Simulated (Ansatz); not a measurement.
# Ag3As (model cell, started as anti-ReO3 type): a soft mode frozen in

Aim: this structure of Ag3As (model cell, started as anti-ReO3 type) is to be tested for unstable modes, and one is followed downhill.

Method: DFT PBE, scalar-relativistic, plane waves, PAW, in Ansatz 0.2.0.

Most raw output is cut from this account.

The structure was built from a prototype and need not be the compound's stable phase.

## (1) Set-up

The structure is cubic, space group Pm-3m (No. 221). The conventional cell has a = 5.003 Å, b = 5.003 Å, c = 5.003 Å, α = 90.00°, β = 90.00°, γ = 90.00°. Nearest to As lie 6 Ag at 2.50 Å. Nearest to Ag lie 2 As at 2.50 Å. Farther neighbours are not listed.

## (2) The dispersion

The cell comes from relaxations at this level that are not shown. Stability and thermal properties need the whole zone. Linear response on a 2×2×2 q mesh gives force constants as far as a supercell of that size would, and the tensors from the zone-centre run are typed in so that the long-range dipole term is interpolated apart.

File input.yaml:

```yaml
crystal:
  lattice:
    - [5.0031983723, 0.0, 0.0]
    - [0.0, 5.0031983723, 0.0]
    - [0.0, 0.0, 5.0031983723]
  atoms:
    - { symbol: As, position: [0.0, 0.0, 0.0] }
    - { symbol: Ag, position: [0.5, 0.0, 0.0] }
    - { symbol: Ag, position: [0.0, 0.5, 0.0] }
    - { symbol: Ag, position: [0.0, 0.0, 0.5] }
kpoints:
  mp_grid: { grid: [6, 6, 6] }
hamiltonian:
  xc: pbe
scf:
  occupations: { method: fixed }
output:
  eigenvalues: true
phonons:
  method: dfpt
  qmesh: [2, 2, 2]
  temperatures: { t_max: 1000, t_step: 50 }
  qpath:
    path:
      - [[0.0, 0.0, 0.0], [0.0, 0.5, 0.0], [0.5, 0.5, 0.0], [0.0, 0.0, 0.0], [0.5, 0.5, 0.5], [0.0, 0.5, 0.0]]
      - [[0.5, 0.5, 0.5], [0.5, 0.5, 0.0]]
    npoints: 10
  non_analytic_term:
    high_frequency_dielectric_tensor: [[7.1137, 0.0, 0.0], [0.0, 7.1137, 0.0], [0.0, 0.0, 7.1137]]
    born_effective_charges:
      - { species: As, tensor: [[-1.1573, 0.0, 0.0], [0.0, -1.1573, 0.0], [0.0, 0.0, -1.1573]] }
      - { species: Ag, tensor: [[1.2619, 0.0, 0.0], [0.0, -0.0523, 0.0], [0.0, 0.0, -0.0523]] }
      - { species: Ag, tensor: [[-0.0523, 0.0, 0.0], [0.0, 1.2619, 0.0], [0.0, 0.0, -0.0523]] }
      - { species: Ag, tensor: [[-0.0523, 0.0, 0.0], [0.0, -0.0523, 0.0], [0.0, 0.0, 1.2619]] }
    source: "zone-centre run at this cell"
```

Command:

```console
$ ansatz run input.yaml --threads 4 --pin off --max-ram 7168MiB --backend cpu --events-out ev --progress --plain --runs-dir out
```

Run time: 2.7 min. Hardware: 4 threads of Arm Neoverse V1, shared host; peak memory 1.1 GiB; 10 min of CPU time.

Numbers from this step:

```
gap on the k-mesh                                       : 1.252 eV
volume per atom                                         : 31.31 Å³
sum-rule residual before enforcement                    : 1.03e-4 eV/Å²
lowest frequency on the path                            : -59.19 cm⁻¹
point group                                             : m-3m
highest frequency on the path or at a solved wavevector : 252.5 cm⁻¹
highest optical mode at the zone centre (no LO-TO term) : 248.9 cm⁻¹
lowest optical zone-centre mode                         : -59.19 cm⁻¹
lowest mode on the q mesh (acoustic modes at Γ apart)   : -59.19 cm⁻¹
```

Frequencies (cm⁻¹) solved at each irreducible wavevector; negative means imaginary. Frequencies by wavevector, by row:

```tsv
q in reciprocal lattice units	star	mode 1	mode 2	mode 3	mode 4	mode 10	mode 11	mode 12
0 0 0	1	-59.2	-59.2	-59.2	-37.4	248.9	248.9	248.9
0 0 -0.5	3	-56	-56	-37.6	-34.9	202.6	247.5	247.5
0 -0.5 -0.5	3	-49	-36.8	-36.8	36.5	200.1	200.1	246
-0.5 -0.5 -0.5	1	36.7	36.7	36.7	37.8	197.3	197.3	197.3
```

Interpolated from a 2×2×2 q mesh, with the LO-TO term (at Γ the limit along the path; where Γ stands inside the path, tables give the limit on arrival). The phonon branches at the labelled points (cm⁻¹):

```tsv
point	branch 1	branch 2	branch 3	branch 4	branch 9	branch 10	branch 11	branch 12
Γ	-59	-59	-59	-37	0	249	249	252
halfway	-57	-57	-42	-36	94	237	248	248
X	-56	-56	-38	-35	163	203	248	248
halfway	-51	-40	-37	8	162	201	233	247
M	-49	-37	-37	36	166	200	200	246
halfway	-52	-40	-40	-8	95	233	236	248
Γ	-59	-59	-59	-37	0	249	249	252
halfway	-16	-16	-16	5	96	232	232	236
R	37	37	37	38	169	197	197	197
halfway	-12	-11	-4	9	162	200	231	233
X	-56	-56	-38	-35	163	203	248	248
jump to R	37	37	37	38	169	197	197	197
halfway	3	3	37	37	166	199	199	231
M	-49	-37	-37	36	166	200	200	246
```

Symmetry leaves 4 wavevectors to solve. The lowest mode among them, the acoustic zeros apart, lies at Γ and is imaginary, 59.2i cm⁻¹, so the energy falls along it.

## (3) The mode frozen in, largest atomic shift 0 Å

The mode followed lies at Γ with frequency 59.2i cm⁻¹ and is 3-fold degenerate, the softest among the wavevectors solved. At small amplitude the distorted cell has space group no. 99 by a symmetry search on the positions. The undistorted cell that holds it gives the zero of energy on the same k mesh.

input.yaml, the sections that differ from step 2:

```yaml
scf:
  occupations: { method: gaussian, width: 0.02 }
output:
  forces: true
  stress: true
  eigenvalues: true
# crystal, kpoints, hamiltonian: as in step 2
# phonons: removed
```

Elapsed: 1.6 s, on 4 threads; peak memory 0.43 GiB.

Numbers from this step:

```
pressure                         : -0.004424 GPa
energy from the undistorted cell : 0 meV/atom
```

At this level the gap is 1.25 eV on the k-mesh of the self-consistent run, which can miss the band edges.

## (4) The mode frozen in, largest atomic shift 0.32 Å

The atoms are moved along the unstable eigenvector, the largest shift by 0.32 Å, with the cell fixed.

input.yaml, the sections that differ from step 3:

```yaml
crystal:
  lattice:
    - [5.0031983723, 0.0, 0.0]
    - [0.0, 5.0031983723, 0.0]
    - [0.0, 0.0, 5.0031983723]
  atoms:
    - { symbol: As, position: [0.0, -0.063959087, 0.0] }
    - { symbol: Ag, position: [0.5, 0.0511712486, 0.0] }
    - { symbol: Ag, position: [0.0, 0.4420813164, 0.0] }
    - { symbol: Ag, position: [0.0, 0.0511712486, 0.5] }
# kpoints, hamiltonian, scf, output: as in step 3
```

The job ended after 5.4 s (4 threads; peak memory 0.45 GiB; 21 s of CPU time).

Numbers from this step:

```yaml
pressure: -1.094 GPa
gap_on_the_k_mesh: 0.5964 eV
energy_from_the_undistorted_cell: -22.38 meV/atom
```

The energy, extrapolated to zero smearing, is -22.38 meV/atom against the undistorted cell.

The run ends at a pressure of -1.09 GPa, with forces up to 0.37 eV/Å.

## (5) Energy along the mode, all amplitudes (two of the runs are shown above)

An imaginary frequency means negative curvature, so the energy should fall and then rise again as anharmonic terms take over.

Numbers from this step:

```
depth at the lowest point sampled  : 22.38 meV/atom
largest atomic shift at that point : 0.32 Å
```

The energy from the parent by largest atomic shift:

```tsv
largest atomic shift (Å)	energy from the parent (meV/atom)
0.000	0
0.040	-0.769
0.080	-2.98
0.140	-8.32
0.220	-16.7
0.320	-22.4
0.450	-8.84
0.600	40.8
```

Displacement at unit largest shift by atom:

```tsv
atom	x (Å)	y (Å)	z (Å)	size
As1	0.00	-1.00	0.00	1.00
Ag2	0.00	0.80	0.00	0.80
Ag3	0.00	-0.91	0.00	0.91
Ag4	0.00	0.80	0.00	0.80
```

The lowest of the steps tried is at 0.32 Å, 22.4 meV/atom below the parent; the bottom of the well need not coincide with a step.

## (6) Relaxation from the frozen mode

Starting from the lowest point found, all atoms and the cell are let go, so that strain and other modes of the same symmetry can join in.

Edit input.yaml of step 4 so:

```diff
@@ -15,3 +15,3 @@
 scf:
-  occupations: { method: gaussian, width: 0.02 }
+  occupations: { method: fixed }
 output:
@@ -20 +20,6 @@
   eigenvalues: true
+relax:
+  adjacent_minimum: "off"
+  f_tol: 0.002
+  max_steps: 120
+  cell: { stress_tol: 0.03 }
```

Wall time 29 s (4 threads); peak memory 0.42 GiB.

The steps of the relaxation:

```tsv
step	energy less that of the first step (eV)	largest force component (eV/Å)	pressure (GPa)	volume (Å³)
1	0.0000	0.3655	-1.09	125.24
2	-0.0347	0.0621	0.17	120.26
3	-0.0359	0.0163	0.04	120.42
4	-0.0360	0.0002	0.00	120.49
5*	-0.0348	0.0002	0.00	120.49
```

Relaxation steps marked * repeat the geometry before them on a plane-wave basis chosen anew for their cell, so energy and pressure can jump there.

Forces are held to the 8 operations that the run works with; a distortion that breaks them can't arise in this run.

```tsv
conventional cell, symmetrised	before	after	change
a (Å)	5.003	4.895	-2.2 %
b (Å)	5.003	4.895	-2.2 %
c (Å)	5.003	5.029	+0.5 %
volume (Å³/atom)	31.31	30.12	-3.8 %
```

The atoms that moved most (Å, as changes of fractional coordinates times the final cell):

```tsv
atom	dx	dy	dz	length
Ag3	0.000	-0.060	0.000	0.060
Ag2	0.000	0.047	0.000	0.047
Ag4	0.000	0.047	0.000	0.047
As1	0.000	-0.035	0.000	0.035
```

This step gave:

- pressure: 0.002331 GPa
- gap on the k-mesh: 0.3806 eV
- volume per atom: 30.12 Å³

The distorted start has space group P4mm; the relaxation ends in P4mm.

## (7) The new phase in its own primitive cell

The relaxed structure is symmetrised, reduced to its primitive cell and relaxed tightly, as its phonons need.

input.yaml, the sections that differ from step 6:

```yaml
crystal:
  lattice:
    - [4.8948230176, 0.0, 0.0]
    - [0.0, 4.8948230176, 0.0]
    - [0.0, 0.0, 5.0290466983]
  atoms:
    - { symbol: As, position: [0.0, 0.0, 0.070962318] }
    - { symbol: Ag, position: [0.5, 0.0, 0.9394021409] }
    - { symbol: Ag, position: [0.0, 0.0, 0.5697686735] }
    - { symbol: Ag, position: [0.0, 0.5, 0.9394021409] }
relax:
  adjacent_minimum: "off"
  f_tol: 0.001
  max_steps: 60
  cell: { stress_tol: 0.01 }
# kpoints, hamiltonian, scf, output: as in step 6
```

Wall time 13 s (4 threads); peak memory 0.41 GiB.

Little changed from the start: no atom moved by 0.005 Å and no cell edge by 0.1 %.

This step gave:

| Property | Result |
| --- | --- |
| direct gap on mesh | 0.6230 eV |

The largest force component left is 0.21 meV/Å and the pressure is 0.002 GPa, within the tolerances set. The cell now holds 30.12 Å³/atom.

## (8) Modes of the new phase

A relaxed structure may still be a saddle point, so its zone-centre modes are computed. The response to a homogeneous field gives the Born charges and the dielectric tensor.

Edit input.yaml of step 7 so:

```diff
@@ -17,9 +17,6 @@
 output:
-  forces: true
-  stress: true
   eigenvalues: true
-relax:
-  adjacent_minimum: "off"
-  f_tol: 0.001
-  max_steps: 60
-  cell: { stress_tol: 0.01 }
+phonons:
+  method: dfpt
+  dielectric: true
+  rigid_motions: translations
```

Elapsed: 3.8 min, on 4 threads; peak memory 2.1 GiB.

This step gave:

```
sum-rule residual before enforcement                    : 9.73e-5 eV/Å²
miss of the charge sum rule                             : 0.009877 e
estimated error of the dielectric tensor                : 0.06497
estimated error of the Born charges                     : 0.03350 e
point group                                             : 4mm
highest optical mode at the zone centre (no LO-TO term) : 256.0 cm⁻¹
lowest optical zone-centre mode                         : -42.08 cm⁻¹
mean high-frequency dielectric constant                 : 7.718
largest Born charge (third of the trace)                : -0.9341 e
top of the zone-centre spectrum with the field          : 258.4 cm⁻¹
```

Without the LO-TO term. Patterns of degenerate modes are one choice out of their space. Modes at Γ, with each element's share of the kinetic energy (negative means imaginary):

```tsv
mode	frequency (cm⁻¹)	symmetry	As %	Ag %
1	-42.1	E	24	76
2	-42.1	E	24	76
3	-6.4	E	4	96
4	-6.4	E	4	96
5	0.0	acoustic	19	81
6	0.0	acoustic	19	81
7	0.0	acoustic	19	81
8	56.3	B1	0	100
9	78.4	A1	17	83
10	225.7	E	53	47
11	225.7	E	53	47
12	256.0	A1	64	36
```

Displacements in mode 1 (-42.1 cm⁻¹), the largest set to 1:
```
As1 -0.86  0.02  0.00
Ag2 -0.71 -0.03  0.00
Ag3  0.31 -0.01  0.00
Ag4  1.00  0.02  0.00
```

Displacements in mode 9 (78.4 cm⁻¹), the largest set to 1:
```
As1  0.00  0.00  0.82
Ag2  0.00  0.00 -0.79
Ag3  0.00  0.00  1.00
Ag4  0.00  0.00 -0.79
```

High-frequency dielectric tensor, which the program warns is not settled by the k meshes in reach. Tensor:

```tsv
	x	y	z
x	7.66	0	0
y	0	7.66	0
z	0	0	7.834
```

Optical modes at the zone centre, without and with the macroscopic field of the longitudinal modes; each column is sorted by frequency, so a row need not hold one and the same mode. Modes with and without the field, by row:

```tsv
rank among optical modes	no field (cm⁻¹)	q along (1, 0, 0) (cm⁻¹)	q along (0, 0, 1) (cm⁻¹)
1	-42.1	-42.1	-42.1
2	-42.1	-42.1	-42.1
3	-6.4	-6.4	-6.4
4	-6.4	-6.4	-6.4
5	56.3	56.3	56.3
6	78.4	78.4	79.6
7	225.7	225.7	225.7
8	225.7	228.4	225.7
9	256	256	258.4
```

Born charge (rows field, columns displacement) (e), principal values of the symmetric part by kind of site:

```tsv
atom	atoms with these values	low	middle	high	mean
As1	1	-0.98	-0.98	-0.84	-0.93
Ag2	2	-0.25	0.00	1.04	0.26
Ag3	1	-0.06	-0.06	1.35	0.41
```

In full for Ag3:

```
-0.06  0.00  0.00
 0.00 -0.06  0.00
 0.00  0.00  1.35
```

Transverse modes; imaginary modes are left out. Infrared lines, with heights relative to the strongest:

```tsv
position (cm⁻¹)	label	relative intensity
56	B1	0.0
78	A1	8.3
226	E	100
256	A1	52
```

Before it was imposed, the acoustic sum rule was missed by 9.7e-5 eV/Å² and the charge sum rule by 0.0099 e. Small misses are needed for a sound result but don't prove that mesh and cutoff are converged. The lowest optical mode is imaginary, 42.1i cm⁻¹, so the energy falls along it.

The log warns of the k mesh: “the force constants stand on the 6×6×6 k-mesh, whose period is 10.17 times the interband length at k = (0.0000, -0.5000, -0.5000), direct gap 0.623 eV, under 14: take them and everything formed from them as unconverged”.

## (9) Summary of results

```json
{"unstable mode of the parent": "q = (0, 0, 0), 59i cm⁻¹", "depth at the lowest point sampled": "22.4 meV/atom", "largest atomic shift at that point": "0.32 Å", "space group reached (within 0.01 Å)": "P4mm", "energy gained over the parent (first relaxation, on the mesh of the frozen mode)": "31.1 meV/atom", "volume per atom, phase reached": "30.1 Å³", "gap on the k-mesh, phase reached": "0.381 eV", "lowest optical zone-centre mode, phase reached": "-42.1 cm⁻¹", "highest optical mode at the zone centre (no LO-TO term), phase reached": "256 cm⁻¹"}
```

Along this mode the structure falls into P4mm, 31.1 meV/atom below the parent. At the parent's cell the well is 22.38 meV/atom deep on the steps tried, with its lowest point at a shift of 0.32 Å. Relaxing atoms and cell changes the gain by +8.69 meV/atom against the lowest step (energies at zero smearing). The new phase still has an imaginary mode at the zone centre of its cell, so it is a saddle point on the way to a lower structure. Of the 4 patterns followed to their end from this parent, this one ends 97.3 meV/atom above the lowest, R3m. Each path keeps the symmetry of its pattern, so a lower phase may lie along a pattern not tried. With the field response the log warns that the k mesh is coarse for the force constants too, so the frequencies may not be converged. In at least one run the field response is not settled by the k meshes in reach, so its dielectric tensor, Born charges and longitudinal modes are rough. The starting cell was built on a prototype and not taken from a measurement, so the phase need not exist.

[Logs are printed without paths, hosts, clocks, repeated set-up lines and the standing remarks that a program may print on its own settings, such as how far it seeks lower states.]

[Hosts, paths, dates, database ids (printed as entryN), source tags and the programs' standing remarks are cut or masked in the printed files.]
